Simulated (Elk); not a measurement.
**Optical response of KF (Carobbiite)**

Aim: the dielectric function of KF (Carobbiite), and the optical constants that follow from it.

Main program and level: Elk 11.2.3 (patched build); DFT, PBE, all-electron APW+lo, Dirac cores, scalar-relativistic bands, independent-particle optical response without local fields.

### Step 1. Starting point

The structure is cubic, space group Fm-3m (No. 225). Conventional cell: a = 5.344 Å, b = 5.344 Å, c = 5.344 Å, α = 90.00°, β = 90.00°, γ = 90.00°. Nearest to K lie 6 F at 2.67 Å. Nearest to F lie 6 K at 2.67 Å. Farther neighbours, and contacts between anions beyond the nearest, are not listed.

### Step 2. Ground state

First the ground state: is it a metal or has it a gap?

This step: DFT, PBE, all-electron APW+lo, Dirac cores, scalar-relativistic bands, ground state (Elk 11.2.3 (patched build)).

File elk.in:

```
tasks
  0
  120

xctype
  20

nempty
  10

lorbcnd
  .true.

rgkmax
  7.0

swidth
  0.0018375

maxscl
  100

epsengy
  1e-05

sppath
  './'

avec
  0.0000000000 5.0490647461 5.0490647461
  5.0490647461 0.0000000000 5.0490647461
  5.0490647461 5.0490647461 0.0000000000

atoms
  2
  'K.in'
  1
  0.0000000000 0.0000000000 0.0000000000   0.000 0.000 0.000
  'F.in'
  1
  0.5000000000 0.5000000000 0.5000000000   0.000 0.000 0.000

ngridk
  8 8 8

vkloff
  0.5000 0.5000 0.5000
```

Run with:

```
$ OMP_NUM_THREADS=2 elk
```

Log:

```text
┌─────────────────────────┐
│ Elk code version 11.2.3 │
└─────────────────────────┘

All units are atomic (Hartree, Bohr, etc.)

┌─────────────────────────────────────────────────┐
│ Ground-state run starting from atomic densities │
└─────────────────────────────────────────────────┘

Lattice vectors :
   0.000000000       5.049064746       5.049064746
   5.049064746       0.000000000       5.049064746
   5.049064746       5.049064746       0.000000000

Reciprocal lattice vectors :
 -0.6222127882      0.6222127882      0.6222127882
  0.6222127882     -0.6222127882      0.6222127882
  0.6222127882      0.6222127882     -0.6222127882

Unit cell volume      :    257.4321686
Brillouin zone volume :   0.9635556223

Muffin-tin inner radius fraction :   0.1000000000E-01

Nuclei treated as point charges

Species : 1 (K)
 parameters loaded from : K.in
 name : potassium
 nuclear charge    :   -19.00000000
 electronic charge :    19.00000000
 atomic mass :    71271.84090
 muffin-tin radius :    2.400000000
 number of radial points in muffin-tin :    993
 inner part over the whole radius :   0.9891652203E-02
 number on inner part of muffin-tin    :    697
 approximate nuclear radius :   0.6514746337E-04
 number of mesh points to nuclear radius :    319
 atomic positions (lattice), magnetic fields (Cartesian) :
  1 :   0.00000000  0.00000000  0.00000000    0.00000000  0.00000000  0.00000000

Species : 2 (F)
 parameters loaded from : F.in
 name : fluorine
 nuclear charge    :   -9.000000000
 electronic charge :    9.000000000
 atomic mass :    34631.97045
 muffin-tin radius :    2.000000000
 number of radial points in muffin-tin :    593
 inner part over the whole radius :   0.9949055222E-02
 number on inner part of muffin-tin    :    410
 approximate nuclear radius :   0.5278478738E-04
 number of mesh points to nuclear radius :    175
 atomic positions (lattice), magnetic fields (Cartesian) :
  1 :   0.50000000  0.50000000  0.50000000    0.00000000  0.00000000  0.00000000

Total number of atoms per unit cell :    2
Total muffin-tin volume :    91.41615743
 ratio of muffin-tin to unit cell volume :   0.3551077471

Spin treatment :
 spin-unpolarised

Number of Bravais lattice symmetries :   48
Number of crystal symmetries         :   48
Crystal has inversion symmetry
Real symmetric eigensolver will be used

k-point grid :      8     8     8
k-point offset :   0.5000000000      0.5000000000      0.5000000000
k-point set is reduced with full crystal symmetry group
Total number of k-points :       60

Muffin-tin radius times maximum |G+k| :    7.000000000
 using average radius
Maximum |G+k| for APW functions       :    3.181818182
Maximum (1/2)|G+k|²                   :    5.061983471
Maximum |G| for potential and density :    12.00000000
Constant for pseudocharge density :    7
 order of it for each species :   14  14
 order of it for pair densities of each species (exact exchange by exxq0 0: 14) :   12   7
Radial integration step length :    1

G-vector grid sizes :     28    28    28
Number of G-vectors :     7583

Maximum angular momentum used for
 APW functions            :    8
 outer part of muffin-tin :    6
 inner part of muffin-tin :    2

Total nuclear charge    :   -28.00000000
Total core charge       :    12.00000000
Total valence charge    :    16.00000000
Total excess charge     :    0.000000000
Total electronic charge :    28.00000000

Effective Wigner radius, rₛ :    1.299587099

Number of empty states         :     20
Total number of valence states :     29
Total number of core states    :     12

Conduction state local-orbitals added automatically
Third-order local-orbitals added for an l without core states : F
Total number of local-orbitals :    114

Exchange-correlation functional :     20     0     0
 Perdew-Burke-Ernzerhof, Phys. Rev. Lett. 77, 3865 (1996)
 gradient requirement :    1
 generalised gradient approximation (GGA)

Smearing type :    3
 Fermi-Dirac
Smearing width :   0.1837500000E-02
Effective electronic temperature (K) :    580.2366081

Mixing type :    3
 Broyden mixing, J. Phys. A: Math. Gen. 17, L317 (1984)

Kohn-Sham potential initialised from atomic data

┌──────────────────────────────┐
│ Self-consistent loop started │
└──────────────────────────────┘

┌─────────────────┐
│ Loop number : 1 │
└─────────────────┘

Energies :
 Fermi                       :    -0.212011
 sum of occupied eigenvalues :     -401.05241830345
 electron kinetic            :      707.75831133197
 core electron kinetic       :      645.99511046776
 Coulomb                     :     -1365.8404292545
 Coulomb potential           :     -1047.3932901907
 nuclear-nuclear             :     -118.79416286457
 electron-nuclear            :     -1450.0367857648
 Hartree                     :      202.99051937483
 Madelung                    :     -842.14378415916
 xc potential                :     -61.417439
 exchange                    :     -43.104037
 correlation                 :     -1.069792
 electron entropic           :    -0.456822E-11
 total energy                :     -702.25594652664

Density of states at Fermi energy :   0.5442248982E-07
 (states/Hartree/unit cell)

Estimated indirect band gap :   0.3127921415
 from k-point 27 to k-point 1
Estimated direct band gap   :   0.3149525749
 at k-point 1

Charges :
 core                        :    12.00000000
 valence                     :    16.00000000
 interstitial                :    1.213599762
 muffin-tins (core leakage)
  species : 1 (K)
   atom 1                    :    17.52591534     ( -0.1017082312E-06)
  species : 2 (F)
   atom 1                    :    9.260484894     ( -0.2954244791E-06)
 total in muffin-tins        :    26.78640024
 total calculated charge     :    28.00001083
 total charge                :    28.00000000
 error                       :   0.1082841730E-04

┌─────────────────┐
│ Loop number : 2 │
└─────────────────┘

Energies :
 Fermi                       :    -0.208707
 sum of occupied eigenvalues :     -401.01264549426
 electron kinetic            :      707.65010864125
 core electron kinetic       :      645.96569261155
 Coulomb                     :     -1365.8057078996
 Coulomb potential           :     -1047.3931251179
 nuclear-nuclear             :     -118.79416286457
 electron-nuclear            :     -1449.9671572270
 Hartree                     :      202.95561219195
 Madelung                    :     -842.10914534065
 xc potential                :     -61.269629
 exchange                    :     -43.097799
 correlation                 :     -1.069726
 electron entropic           :    -0.457076E-11
 total energy                :     -702.32312475723

Density of states at Fermi energy :   0.5442504442E-07
 (states/Hartree/unit cell)

Estimated indirect band gap :   0.3107377955
 from k-point 27 to k-point 1
Estimated direct band gap   :   0.3126790814
 at k-point 1

Charges :
 core                        :    12.00000000
 valence                     :    16.00000000
 interstitial                :    1.217403858
 muffin-tins (core leakage)
  species : 1 (K)
   atom 1                    :    17.52774855     ( -0.1017412679E-06)
  species : 2 (F)
   atom 1                    :    9.254847589     ( -0.2954245621E-06)
 total in muffin-tins        :    26.78259614
 total calculated charge     :    28.00001097
 total charge                :    28.00000000
 error                       :   0.1097340929E-04

RMS change in Kohn-Sham potential (target) :   0.9831165941     (  0.1000000000E-05)
Absolute change in total energy (target)   :   0.6717823059E-01 (  0.1000000000E-04)

[... 12 loops left out ...]

┌──────────────────┐
│ Loop number : 15 │
└──────────────────┘

Energies :
 Fermi                       :    -0.125864E-01
 sum of occupied eigenvalues :     -397.81845190795
 electron kinetic            :      706.17181946386
 core electron kinetic       :      645.79605449576
 Coulomb                     :     -1364.3830065130
 Coulomb potential           :     -1047.2279244595
 nuclear-nuclear             :     -118.79416286457
 electron-nuclear            :     -1447.2480609208
 Hartree                     :      201.65921727237
 Madelung                    :     -840.76904428322
 xc potential                :     -56.762347
 exchange                    :     -42.854280
 correlation                 :     -1.067576
 electron entropic           :    -0.451960E-11
 total energy                :     -702.13304286095

Density of states at Fermi energy :   0.5442566346E-07
 (states/Hartree/unit cell)

Estimated indirect band gap :   0.2328817607
 from k-point 1 to k-point 1
Estimated direct band gap   :   0.2328817607
 at k-point 1

Charges :
 core                        :    12.00000000
 valence                     :    16.00000000
 interstitial                :    1.376539726
 muffin-tins (core leakage)
  species : 1 (K)
   atom 1                    :    17.62315432     ( -0.1015137236E-06)
  species : 2 (F)
   atom 1                    :    9.000305955     ( -0.2954230793E-06)
 total in muffin-tins        :    26.62346027
 total calculated charge     :    28.00001603
 total charge                :    28.00000000
 error                       :   0.1602963476E-04

RMS change in Kohn-Sham potential (target) :   0.1768865621E-06 (  0.1000000000E-05)
Absolute change in total energy (target)   :   0.7188528912E-05 (  0.1000000000E-04)

Convergence targets achieved

┌──────────────────┐
│ Loop number : 16 │
└──────────────────┘

Energies :
 Fermi                       :    -0.125864E-01
 sum of occupied eigenvalues :     -397.81845121266
 electron kinetic            :      706.17181974825
 core electron kinetic       :      645.79605477036
 Coulomb                     :     -1364.3830060076
 Coulomb potential           :     -1047.2279242654
 nuclear-nuclear             :     -118.79416286457
 electron-nuclear            :     -1447.2480600803
 Hartree                     :      201.65921693724
 Madelung                    :     -840.76904387492
 xc potential                :     -56.762347
 exchange                    :     -42.854280
 correlation                 :     -1.067576
 electron entropic           :    -0.451960E-11
 total energy                :     -702.13304204095

Density of states at Fermi energy :   0.5442566240E-07
 (states/Hartree/unit cell)

Estimated indirect band gap :   0.2328816515
 from k-point 1 to k-point 1
Estimated direct band gap   :   0.2328816515
 at k-point 1

Charges :
 core                        :    12.00000000
 valence                     :    16.00000000
 interstitial                :    1.376539741
 muffin-tins (core leakage)
  species : 1 (K)
   atom 1                    :    17.62315429     ( -0.1015133311E-06)
  species : 2 (F)
   atom 1                    :    9.000305969     ( -0.2954229572E-06)
 total in muffin-tins        :    26.62346026
 total calculated charge     :    28.00001603
 total charge                :    28.00000000
 error                       :   0.1602962724E-04

┌──────────────────────────────┐
│ Self-consistent loop stopped │
└──────────────────────────────┘

Wrote STATE.OUT
```

Run time: 12 s. Hardware: 2 threads of Arm Neoverse V2, shared host; peak memory 0.06 GiB.

Read from the output:

* total energy: -702.1 Ha
* Fermi energy: -0.3425 eV
* DOS at the Fermi level: 2.00e-9 states/eV/cell
* gap on the k-mesh: 6.337 eV
* direct gap on the mesh: 6.337 eV

There is a gap, 6.34 eV on this mesh (points off the mesh can give less), so no carriers' term is needed.

### Step 3. Independent particles

With the density converged, the vertical transitions are summed over the zone.

This step: DFT, PBE, all-electron APW+lo, Dirac cores, scalar-relativistic bands, independent-particle optical response without local fields (Elk 11.2.3 (patched build)).

Edit elk.in of step 2 so:

```diff
@@ -1,4 +1,6 @@
 tasks
-  0
-  120
+  121
+
+optcomp
+  1 1
 
@@ -17,9 +19,7 @@
 swidth
-  0.0018375
+  0.0110248
 
-maxscl
-  100
-
-epsengy
-  1e-05
+wplot
+  400 100 0
+  0.0 1.10248
```

Run with:

```
$ OMP_NUM_THREADS=2 elk
```

Log:

```text
┌─────────────────────────────────┐
│ Elk code version 11.2.3 started │
└─────────────────────────────────┘

Info(readinput): the functional depends on the density's gradient
 muffin-tin radial points multiplied by    2.00000
 (not where nrmtscf is given)

┌────────────────────┐
│ Current task : 121 │
└────────────────────┘

Info(dielectric):
 dielectric tensor written to EPSILON_ij.OUT
 optical conductivity written to SIGMA_ij.OUT
 for components
  i = 1, j = 1

┌──────────────────┐
│ Elk code stopped │
└──────────────────┘
```

The job ended after 0.79 s (2 threads; peak memory 0.04 GiB).

Numbers from this step:

| Property | Result |
| --- | --- |
| electronic dielectric constant ε∞, mean of the axes | 1.981 |

Sum at mesh points, not converged in k; values under the direct gap are tails of Lorentzian lines. Table of Im ε, E ∥ x by photon energy; read off at these points:

```csv
photon energy (eV),"Im ε, E ∥ x"
0.00,0
0.50,0.00181
1.00,0.00368
1.50,0.00568
2.00,0.00787
2.50,0.0104
3.00,0.0133
3.50,0.0170
4.00,0.0217
4.50,0.0283
5.00,0.0385
5.50,0.0574
6.00,0.108
6.50,0.258
7.00,0.394
7.50,0.489
8.00,0.601
8.50,0.799
9.00,1.01
9.50,1.21
10.00,1.35
10.35,1.41
10.50,1.37
11.00,0.845
11.50,0.809
12.00,1.03
12.08,1.03
12.50,0.828
13.00,0.748
13.50,0.832
14.00,0.876
14.50,0.771
15.00,0.723
15.50,0.795
16.00,0.705
16.50,0.697
17.00,0.573
17.50,0.640
18.00,1.02
18.50,1.67
18.90,2.01
19.00,1.99
19.50,1.77
20.00,1.23
20.50,1.01
21.00,1.46
21.50,2.18
22.00,1.65
22.50,1.59
23.00,1.74
23.40,1.86
23.50,1.83
24.00,1.69
24.50,1.47
25.00,1.20
25.50,1.04
26.00,0.921
26.50,0.629
27.00,0.501
27.50,0.428
28.00,0.445
28.50,0.400
29.00,0.357
29.50,0.297
```

The reflectivity at normal incidence, E ∥ x has structure finer than the step of the table below, so its rows give means over 1 eV. Peaks (eV: height): 10.1: 6.99, 19.0: 10.5, 21.7: 13.1, 26.3: 22.9.

Sum at mesh points, not converged in k. The reflectivity at normal incidence, E ∥ x by photon energy; means over each step:

```csv
photon energy (eV),"reflectivity at normal incidence, E ∥ x (%)"
1,2.89
2,2.97
3,3.12
4,3.36
5,3.77
6,4.58
7,5.21
8,5.75
9,6.62
10,6.89
11,4.17
12,4.29
13,3.32
14,3.62
15,3.18
16,3.08
17,3.19
18,6.49
19,10.1
20,6.80
21,7.53
22,11.1
23,11.3
24,15.6
25,18.2
26,20.3
27,18.0
28,11.3
29,10.1
```

The loss function −Im 1/ε at q → 0, E ∥ x has structure finer than the step of the table below, so its rows give means over 1 eV. Peaks (eV: height): 27.2: 2.15.

Sum at mesh points, not converged in k; values under the direct gap are tails of Lorentzian lines. Table of loss function −Im 1/ε at q → 0, E ∥ x by energy loss; means over each step:

energy loss (eV), loss function −Im 1/ε at q → 0, E ∥ x and a bar:
```
        1       0.00 
        2       0.00 
        3       0.00 
        4       0.00 
        5       0.01 
        6       0.02 
        7       0.06 #
        8       0.09 #
        9       0.15 ##
       10       0.23 ####
       11       0.29 #####
       12       0.27 ####
       13       0.25 ####
       14       0.27 ####
       15       0.25 ####
       16       0.24 ####
       17       0.17 ###
       18       0.16 ##
       19       0.31 #####
       20       0.45 #######
       21       0.29 #####
       22       0.46 #######
       23       0.48 #######
       24       0.59 #########
       25       0.83 #############
       26       1.14 ##################
       27       1.94 ##############################
       28       1.86 #############################
       29       1.87 #############################
```

At chosen wavelengths:

```csv
wavelength (nm),n,k,R (%),1/α
1064,1.41,0.002,2.9,55 µm
800,1.41,0.002,2.9,31 µm
633,1.42,0.003,3.0,19 µm
532,1.42,0.003,3.0,13 µm
365,1.44,0.006,3.2,5.2 µm
308,1.45,0.008,3.4,3.2 µm
193,1.57,0.074,5.0,208 nm
```

Below the direct gap, k and the depth come from the tails of the Lorentzian lines, not from transitions.

Rows near the edge hang on the gap, which this functional as a rule makes too small, and phonon-assisted absorption over an indirect gap is left out.

### Step 4. Summary of results

- electronic dielectric constant ε∞, mean of the axes (independent particles): 1.98

At this level (PBE, independent particles) KF has ε∞ = 1.98 and n = 1.41 at 1550 nm. On the mesh the gap is 6.34 eV and the least direct gap 6.34 eV. Excitons and phonon-assisted transitions are missing, and so are local fields; PBE gaps are as a rule too small, which pulls the onset down and ε∞ up. The sum runs over mesh points 0.25 Å⁻¹ apart with no interpolation, so peaks are partly noise of the mesh and static values carry its error. The mesh is shifted off Γ, so gaps read from it can miss the band edges.

[Long decimals in the printed logs are rounded to 6 places.]

[Machine, clock and banner lines and Python warnings are left out of the logs.]

[Logs are printed without paths, hosts, clocks, repeated set-up lines and the standing remarks that a program may print on its own settings, such as how far it seeks lower states.]

[Hosts, paths, dates, database ids (printed as entryN), source tags and the programs' standing remarks are cut or masked in the printed files.]

[Where Elk ran, warnings of its patched build on accuracy (core leakage, angular cutoffs, spin-orbit splittings, empty states, lower magnetic states) are left out.]

[Where the starting crystal was built by hand or by swapping elements, it need not be the compound's stable phase.]

[The count of steps not shown may lack steps that the program refused or didn't finish.]
